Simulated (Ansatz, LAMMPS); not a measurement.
# Squeezing and shearing amorphous 62TiO2-38Al2O3 (mol %) (90 atoms): runs compared

How stiff is amorphous 62TiO2-38Al2O3 (mol %) (90 atoms), and how do its levels respond to strain?

Computed with Ansatz 0.2.0: Kohn-Sham DFT, PBE, PAW (set soft_2), plane waves.

### Step 1. The cell as built

The cell holds 90 atoms: 15 Ti, 18 Al and 57 O. Cell: a = 10.196 Å, b = 10.196 Å, c = 10.196 Å, α = 90.0°, β = 90.0°, γ = 90.0°. 90 atoms (15 Ti, 18 Al, 57 O) placed at random at 3.31 g/cm³, melted at 5000 K for 10 ps at fixed volume with the Morse and Coulomb pair potential with partial charges (Pedone, Malavasi, Menziani, Cormack and Segre, J. Phys. Chem. B 110, 11780 (2006)). Quenched from 5000 K to 300 K at 50 K/ps and fixed volume, held 5 ps, then minimised at fixed cell.

Limits known from the start: The quench rate of 50 K/ps is many orders above laboratory rates, so the cell is likely richer in defects and strain than a real sample. The starting topology of bonds comes from the classical model, and needn't be the one that DFT or experiment would give. Only the Γ point is sampled.

### Step 2. The reference run

The reference is a single point at the end of the relaxation.

Every strained cell starts from the geometry of this run, and its atoms are relaxed with the cell held.

Its input, with most atom lines left out:

```yaml
crystal:
  lattice:
    - [10.14578, -0.18055, 0.07097]
    - [-0.18055, 10.53336, 0.03347]
    - [0.07097, 0.03347, 10.23099]
  atoms:
    - { symbol: Ti, position: [0.79281, 0.24211, 0.36706] }
    - { symbol: Ti, position: [0.54946, 0.41923, 0.6326] }
    - { symbol: Ti, position: [0.55104, 0.1432, 0.0502] }
    - { symbol: Ti, position: [0.80372, 0.32698, 0.85393] }
    - { symbol: Ti, position: [0.54308, 0.6565, 0.9495] }
    - { symbol: Ti, position: [0.09437, 0.46013, 0.84773] }
    - { symbol: Ti, position: [0.9501, 0.65638, 0.33599] }
    [... atom lines 8 to 90 left out ...]
kpoints:
  mp_grid: { grid: [1, 1, 1] }
hamiltonian:
  xc: pbe
scf:
  occupations: { method: gaussian, width: 0.05 }
output:
  forces: true
  stress: true
  populations: true
  dos:
    method: { smearing: { sigma: 0.08 } }
    de: 0.1
    projected: { site_lists: { Al: [Al], O: [O], Ti: [Ti] } }
  eigenvalues: true
  write_density: true
  write_potential: true
  volumetric_format: npy
```

```
free energy per atom   : -884.8125 eV/atom
r.m.s. force component : 0.00794 eV/Å
pressure               : 0.01201 GPa
```

Filled and empty levels are parted by 2.83 eV (at Γ alone); a semilocal functional tends to put such gaps too low. In a disordered cell it changes from sample to sample, and tail or defect levels can set it.

### Step 3. The runs

Each row is one run, on 4 threads of Arm Neoverse V2, shared host. The free energy is the program's total, comparable only between runs with the same functional, potentials and atoms.

```csv
run,atoms,outcome,"ionic steps, all passes",free energy (eV),time,host memory (GiB)
Single point at the start,90,converged,-,-79628.950,11 s,1.3
Cell and atoms relaxed,90,converged,19,-79633.124,3.8 min,1.3
Single point at the relaxed geometry,90,converged,-,-79633.124,20 s,1.3
Volume -3 %,90,converged,8,-79632.866,1.8 min,1.3
Volume +3 %,90,converged,16,-79633.020,3.9 min,1.2
Volume -6 %,90,converged,29,-79632.502,6.4 min,1.2
Volume +6 %,90,converged,11,-79632.493,2.6 min,1.3
Volume -10 %,90,converged,19,-79630.898,4.1 min,1.2
Stretched by 1 % along x,90,converged,5,-79633.078,72 s,1.3
Compressed by 1 % along x,90,converged,5,-79633.074,74 s,1.3
Sheared by 2 % in xy,90,converged,7,-79633.067,1.7 min,1.2
```

In some runs the program notes that the SCF threshold is loose for the stress.

### Step 4. Pressure against volume

Atoms are relaxed at each volume, in the scaled cell.

```csv
volume change (%),volume (Å³/atom),energy change (meV/atom),pressure (GPa),largest move on relaxing (Å),bonds,gap (eV)
-10,10.930,24.73,7.80,1.02,166,2.86
-6,11.416,6.91,3.88,1.18,159,2.83
-3,11.780,2.87,2.51,0.22,158,2.89
+0,12.144,0.00,0.01,-,156,2.83
+3,12.509,1.16,-1.71,0.57,152,2.78
+6,12.873,7.02,-3.41,0.66,151,2.71
```

### Step 5. Uniaxial strain and shear

Stress (GPa, compression positive) less that of the relaxed cell, atoms relaxed:

```csv
strain,xx,yy,zz,xy,energy change (meV/atom)
stretched by 1 % along x,-1.385,-0.540,-0.512,-0.145,0.51
compressed by 1 % along x,1.502,0.586,0.566,0.106,0.55
sheared by 2 % in xy,-0.225,-0.235,-0.035,-0.847,0.63
```

### Step 6. What came out

The bulk modulus, from the slope of pressure against ln V over the three points nearest the relaxed volume, is 70.3 GPa; between neighbouring points the slope runs 90, 44, 82, 58 and 59 GPa from the smallest volume up, without a steady fall, so no pressure derivative is given. The count of bonds runs from 151 to 166 over the series, so at some points contacts cross the cutoffs. At -10 %, -6 %, +3 % and +6 % some atom moved by over 0.5 Å on relaxing, so those points may sit in another local minimum. The curvature of the energy over the same three points gives 59.2 GPa instead, so stress and energy disagree and the modulus is uncertain by that much. The gap goes from 2.86 eV at the smallest volume to 2.71 eV at the largest, not monotonically (lowest 2.71, highest 2.89 eV), on the run's k-points. In the Cartesian axes of the cell, finite differences give C11 = 144, C12 = 56.3, C13 = 53.9 and C66 = 42.4 GPa (the shear of 2 % is the engineering strain, εxy = 0.01). The mean of C11, C12 and C13, which equals the bulk modulus in a cubic or isotropic solid, is 84.9 GPa: it lies 21 % over the bulk modulus from the volumes. For an isotropic solid C66 would equal (C11 − C12)/2 = 44.0 GPa; so small a sample needn't be isotropic, and C66 rests on one shear. With the bulk modulus and C66 as K and G, Young's modulus would be about 106 GPa and Poisson's ratio 0.25.

**Limits.** Strains are finite and relaxations stop at the force tolerance of the input, which can leave moduli too stiff; they are those of a static cell at zero temperature. Volumes are changed with the cell's shape held, so in an anisotropic solid the modulus lies over the one under free hydrostatic load. The program notes that the SCF threshold of the relaxations is loose for the stress.

The DFT runs together took 27 min of wall time.

[Logs are printed without paths, hosts, clocks, repeated set-up lines and the standing remarks that a program may print on its own settings, such as how far it seeks lower states.]

[Hosts, paths, dates, database ids (printed as entryN), source tags and the programs' standing remarks are cut or masked in the printed files.]
